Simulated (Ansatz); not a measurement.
# How V(110) screens a field, part 2 of 2

Where does the screening charge of V(110) sit?

Ansatz 0.2.0; plane-wave DFT, r2SCAN, Ansatz PAW.

So far. Step 8 (Single point, field -0.2 V/Å): The dipole is -0.107 e·Å. Step 9 (Atoms held, field 0.4 V/Å): The dipole is 0.214 e·Å.

## 10. The response

This step: plane-wave DFT, r2SCAN, Ansatz PAW; screening of a field by a metal slab (Ansatz 0.2.0).

The dipoles give the slope, and the difference of two potentials shows where the field is screened.

This step gave:

```
equivalent conductor thickness p/(ε₀AE)      : 14.97 Å
distance between the outer atoms             : 10.68 Å
inner field over outer field                 : 0.001393
image plane, upper face                      : 2.166 Å
induced electrons on the upper face over ε₀E : -0.9971
image plane, lower face                      : 2.166 Å
induced electrons on the lower face over ε₀E : 0.9971
```

Table of dipole of the cell by applied field:

| applied field (V/Å) | dipole of the cell (e·Å) |
| --- | --- |
| -0.200 | -0.107 |
| -0.100 | -0.0533 |
| -0.050 | -0.0267 |
| 0.000 | 0 |
| 0.050 | 0.0267 |
| 0.100 | 0.0533 |
| 0.200 | 0.107 |
| 0.400 | 0.214 |

Local field over the applied field, running mean. From the potentials at -0.05 and 0.05 V/Å; running mean over 2.135 Å. Local field over applied field against z:

| z (Å) | local field over applied field |
| --- | --- |
| 5 | 0.974 |
| 6 | 0.857 |
| 7 | 0.495 |
| 8 | 0.0799 |
| 9 | -0.0470 |
| 10 | 9.4e-4 |
| 11 | -0.00470 |
| 12 | 0.00105 |
| 13 | 0.00246 |
| 14 | 5.4e-4 |
| 15 | 0.00168 |
| 16 | 0.00148 |
| 17 | 1.3e-4 |
| 18 | -0.00426 |
| 19 | -0.00627 |
| 20 | -0.0391 |
| 21 | 0.185 |
| 22 | 0.642 |
| 23 | 0.914 |
| 24 | 0.986 |

Electrons, planar mean, per unit field. Table of induced electron density by z:

| z (Å) | induced electron density (e/Å³ per V/Å) |
| --- | --- |
| 4.5 | 5.9e-5 |
| 5.0 | 1.6e-4 |
| 5.5 | 3.9e-4 |
| 6.0 | 8.9e-4 |
| 6.5 | 0.00182 |
| 7.0 | 0.00314 |
| 7.5 | 0.00400 |
| 8.0 | 0.00264 |
| 8.5 | -0.00176 |
| 9.0 | -6.3e-4 |
| 9.5 | 3.4e-4 |
| 10.0 | 6.3e-5 |
| 10.5 | -1.1e-4 |
| 11.0 | 2.6e-5 |
| 11.5 | 6.0e-5 |
| 12.0 | -1.5e-4 |
| 12.5 | -4.4e-5 |
| 13.0 | 1.4e-4 |
| 13.5 | -1.4e-5 |
| 14.0 | -4.0e-5 |
| 14.5 | 9.7e-6 |
| 15.0 | 6.0e-5 |
| 15.5 | -5.0e-5 |
| 16.0 | -8.6e-5 |
| 16.5 | 1.7e-4 |
| 17.0 | -1.6e-5 |
| 17.5 | -2.2e-5 |
| 18.0 | 9.6e-5 |
| 18.5 | -1.1e-5 |
| 19.0 | -3.7e-4 |
| 19.5 | 3.0e-4 |
| 20.0 | 0.00205 |
| 20.5 | -0.00130 |
| 21.0 | -0.00389 |
| 21.5 | -0.00357 |
| 22.0 | -0.00227 |
| 22.5 | -0.00117 |
| 23.0 | -5.2e-4 |
| 23.5 | -2.2e-4 |
| 24.0 | -8.4e-5 |
| 24.5 | -3.1e-5 |

By hand: between -0.05 and 0.05 V/Å the dipole changes by 0.05335 e·Å, a slope of 0.5335 e·Å²/V. A perfect conductor of thickness t has p = ε₀AEt, so t = 180.95 × 0.5335 / 6.449 = 14.97 Å (e/ε₀ = 180.95 V·Å, A in Å²). Less the 10.68 Å between the outer atoms, and halved, that puts each image plane 2.15 Å out.

The induced dipole is that of a conductor 14.97 Å thick.

## 11. Varying the input: efield.ramp_width = 0.04

This step: plane-wave DFT, r2SCAN, Ansatz PAW (Ansatz 0.2.0).

A run with a changed input: it repeats the earlier run at 0.05 V/Å with efield.ramp_width from 0.06 to 0.04.

The input, input.yaml:

```yaml
crystal:
  lattice:
    - [2.1354624792, -1.51, 0.0]
    - [2.1354624792, 1.51, 0.0]
    - [0.0, 0.0, 28.6773123959]
  atoms:
    - { symbol: V, position: [0.0, 0.0, 0.3138369411] }
    - { symbol: V, position: [0.5, 0.5, 0.3883021646] }
    - { symbol: V, position: [0.0, 0.0, 0.4627673882] }
    - { symbol: V, position: [0.5, 0.5, 0.5372326118] }
    - { symbol: V, position: [0.0, 0.0, 0.6116978354] }
    - { symbol: V, position: [0.5, 0.5, 0.6861630589] }
kpoints:
  mp_grid: { grid: [20, 20, 1] }
hamiltonian:
  xc: r2scan
scf:
  occupations: { method: fermi_dirac, width: 0.1 }
  convergence: { dr2_threshold: 1.0e-10 }
efield:
  axis: 3
  dipole_correction: true
  ramp_position: 0.97
  ramp_width: 0.04
  amplitude: 0.05
output:
  forces: true
  write_potential: true
  write_density: true
  volumetric_format: npy
```

Command:

```bash
ansatz run input.yaml --threads 4 --pin off --max-ram 6144MiB --backend cpu --events-out ev --progress --plain --runs-dir out
```

Log:

```text
[...]
Crystal: 6 atoms, lattice volume = 184.943 Å³
Basis set: ecut = 500 eV, 4699 PW (Γ), exchange–correlation on 80×80×864 points (64 copies of the dense FFT grid, shifted against one another)
Bands: 47, of which v1, the nominal top of the filled ones, is band 39 counted from 1 (38 counted from 0)
Symmetry: 4 space group operations
k-points: 111 of 400
[...]
SCF iter   1: F=—  HF=-17500.421935 eV  |F-HF|=—  |Δ(HF+E_count)|=         —  Δρ=3.52e-2  dr2=5.93e1  dr2_τ=1.88e-1  ethr=1.77e-3  p=-0.000 e·Å  D=-2.09e-4 V/Å  ΔV_dip=0.01 eV  dr2_dipole=3.39e1  V_vac-E_F(+/−)=5.53/4.18 eV  ⟨swp⟩=8.3  Hψ=22931  notcnv=0
[...]
SCF iter  13: F=-17500.242856 eV  HF=-17500.242856 eV  |F-HF|=2.07e-10  |Δ(HF+E_count)|=  2.04e-10  Δρ=1.76e-7  dr2=7.25e-11  dr2_τ=2.29e-12  ethr=1.00e-12  p=0.027 e·Å  D=2.61e-2 V/Å  ΔV_dip=-0.75 eV  dr2_dipole=4.28e-13  V_vac-E_F(+/−)=5.15/4.56 eV  ⟨swp⟩=13.6  Hψ=32236  notcnv=0
SCF 1 converged in 13 iterations: F = -17500.242856 eV  dr2 = 7.25e-11
[...]
SCF converged after 13 iterations
Free energy (F): -17500.242856 eV
[...]
Internal energy: -17499.902196 eV  (E = F + TS)
E sigma→0 (E₀):  -17500.072526 eV
Entropy (-TS):   -0.340661 eV (-56.777 meV/atom)
Fermi energy:    4.641303 eV
Dipole field:    D = 0.026099 V/Å  (p = 0.026674 e·Å, saw-weighted, corrected)
Work function:   not extracted (applied field tilts the vacuum); planar V_es + V_field profile in the machine report
[...]
--- Forces (eV/Å), atoms counted from 1 ---
  atom   1  V      0.00000000     0.00000000     0.68519109
  atom   2  V      0.00000000     0.00000000    -0.35073577
  atom   3  V      0.00000000     0.00000000    -0.06179348
  atom   4  V      0.00000000     0.00000000     0.06055506
  atom   5  V      0.00000000     0.00000000     0.35329253
  atom   6  V      0.00000000     0.00000000    -0.68651036
  max |Σ_I F_I| component: 9.30e-7 eV/Å
--- Band table (eV; the first three rows and the last of 111) ---
  k-point 0: bands = [... 35 lower, 4.3773, 4.6848, 4.7193, 4.8717, 4.9828, 5.0426, 5.1425, 5.2199, ... 4 higher]
  k-point 1: bands = [... 35 lower, 4.3746, 4.6533, 4.6873, 4.8368, 4.9749, 5.0437, 5.0524, 5.2354, ... 4 higher]
  k-point 2: bands = [... 35 lower, 4.3747, 4.4994, 4.6531, 4.7920, 4.8100, 4.8962, 5.1516, 5.2177, ... 4 higher]
  k-point 110: bands = [... 35 lower, 4.1526, 4.7279, 4.9617, 5.9827, 6.1899, 6.2388, 6.4852, 6.4961, ... 4 higher]
```

It took 60 s on 4 threads of Arm Neoverse V2, shared host; peak memory 1.3 GiB; 4 min of CPU time.

Numbers from this step:

* energy at zero smearing: -17500.0725 eV
* dipole along the normal: 0.02667 e·Å

Force by atom:

| atom | x (eV/Å) | y (eV/Å) | z (eV/Å) | size |
| --- | --- | --- | --- | --- |
| V1 | 0.000 | 0.000 | 0.685 | 0.685 |
| V2 | 0.000 | 0.000 | -0.351 | 0.351 |
| V3 | 0.000 | 0.000 | -0.062 | 0.062 |
| V4 | 0.000 | 0.000 | 0.061 | 0.061 |
| V5 | 0.000 | 0.000 | 0.353 | 0.353 |
| V6 | 0.000 | 0.000 | -0.687 | 0.687 |

| quantity | this run | earlier run | difference |
| --- | --- | --- | --- |
| dipole along the normal (e·Å) | 0.02667 | 0.02667 | 4.2e-7 |

The dipole moves by under 0.5 % or 5e-5 e·Å.

## 12. A changed input

An input spoilt on purpose, to show how the run answers: it repeats the earlier run at 0.05 V/Å with efield.ramp_width from 0.06 to 0.9, and scf.max_iter set to 75.

Changes to input.yaml since step 11:

```diff
@@ -19,2 +19,3 @@
   convergence: { dr2_threshold: 1.0e-10 }
+  max_iter: 75
 efield:
@@ -23,3 +24,3 @@
   ramp_position: 0.97
-  ramp_width: 0.04
+  ramp_width: 0.9
   amplitude: 0.05
```

Log:

```text
Engine: ansatz 0.2.0, aarch64-unknown-linux-gnu
Pseudopotentials: kind: paw
Pseudopotential: V, paw, valence charge 13, recommended cutoff 500 eV (meta_gga), V.paw.azcp
Functional definition: r2SCAN
  parameter k0 = 0.174
  parameter k1 = 0.065
  parameter a1 = 4.9479
  exchange = r2scan_x(k0 = k0, k1 = k1, a1 = a1)
  correlation = r2scan_c
Crystal: 6 atoms, lattice volume = 184.943 Å³
Basis set: ecut = 500 eV, 4699 PW (Γ), exchange–correlation on 80×80×864 points (64 copies of the dense FFT grid, shifted against one another)
Bands: 47, of which v1, the nominal top of the filled ones, is band 39 counted from 1 (38 counted from 0)
Symmetry: 4 space group operations
k-points: 111 of 400
Non-local potential: V, projectors of the file, l = 0: 3, l = 1: 2, l = 2: 3, l = 3: 1
PAW form: soft (Blöchl's): semilocal exchange-correlation on the pseudo side does not see the compensation charge
PAW frozen core: V, regenerated for the run's functional (the file was generated under x = pbe(κ = 0.804, μ = 0.219515), c = pbe(β = 0.066725))
PAW one-centre angular grid: V, 590 points (default); XC on 160 Gauss nodes
Initial density: superposition of atomic densities (neutral atoms: chi_scale 0, normalization atom), corrected by the library's trained network
Initial wavefunctions: pseudopotential atomic-orbital guess
Functional: x = r2scan, c = r2scan; τ floored in thin density (d = 2e-4 eV/Å³)
Error: efield: ion 0 (V) at fractional coordinate 0.3138 along the field axis lies inside the sawtooth ramp with 2 of the planes that the density is read on at each end, [0.9607, 0.8793] — the ramp must sit in vacuum (an ion there feels the fictitious reversed slope); set or move the ramp (efield.ramp_position / ramp_width) or move the geometry
```

The job ended after 0.33 s (4 threads; peak memory 0.64 GiB).

The input was rejected at the start.

The program's message: “Error: efield: ion 0 (V) at fractional coordinate 0.3138 along the field axis lies inside the sawtooth ramp with 2 of the planes that the density is read on at each end, [0.9607, 0.8793] — the ramp mu …”

The fault put into the input: a ramp so wide that it reaches the atoms.

## 13. Results

| Property | Result |
| --- | --- |
| work function | 4.89 eV |
| image plane, upper face | 2.17 Å |
| induced electrons on the upper face over ε₀E | -0.997 |
| equivalent conductor thickness p/(ε₀AE) | 15.0 Å |
| inner field over outer field | 0.00139 |

**Reading.** The induced charge has its centre 2.17 Å outside the outermost atoms; this is the plane from which a capacitor's gap or an image potential counts. The equivalent conductor thickness exceeds the distance between the outer atoms by 4.29 Å, about the sum of the two image-plane distances. In the middle of the slab the field is screened to under 0.5 % of its outer value. The atoms are held at bulk positions with the tabulated experimental lattice constant. The main runs have no spin polarisation; a magnetic state could lie lower and would change these results.

[Long decimals in the printed logs are rounded to 6 places.]

[Logs are printed without paths, hosts, clocks, repeated set-up lines and the standing remarks that a program may print on its own settings, such as how far it seeks lower states.]

[Hosts, paths, dates, database ids (printed as entryN), source tags and the programs' standing remarks are cut or masked in the printed files.]

[Maps of the electrostatic potential energy from Ansatz leave out the sawtooth potential of an applied field or a dipole correction, so their vacuum need not be flat; planar profiles and work functions include it.]
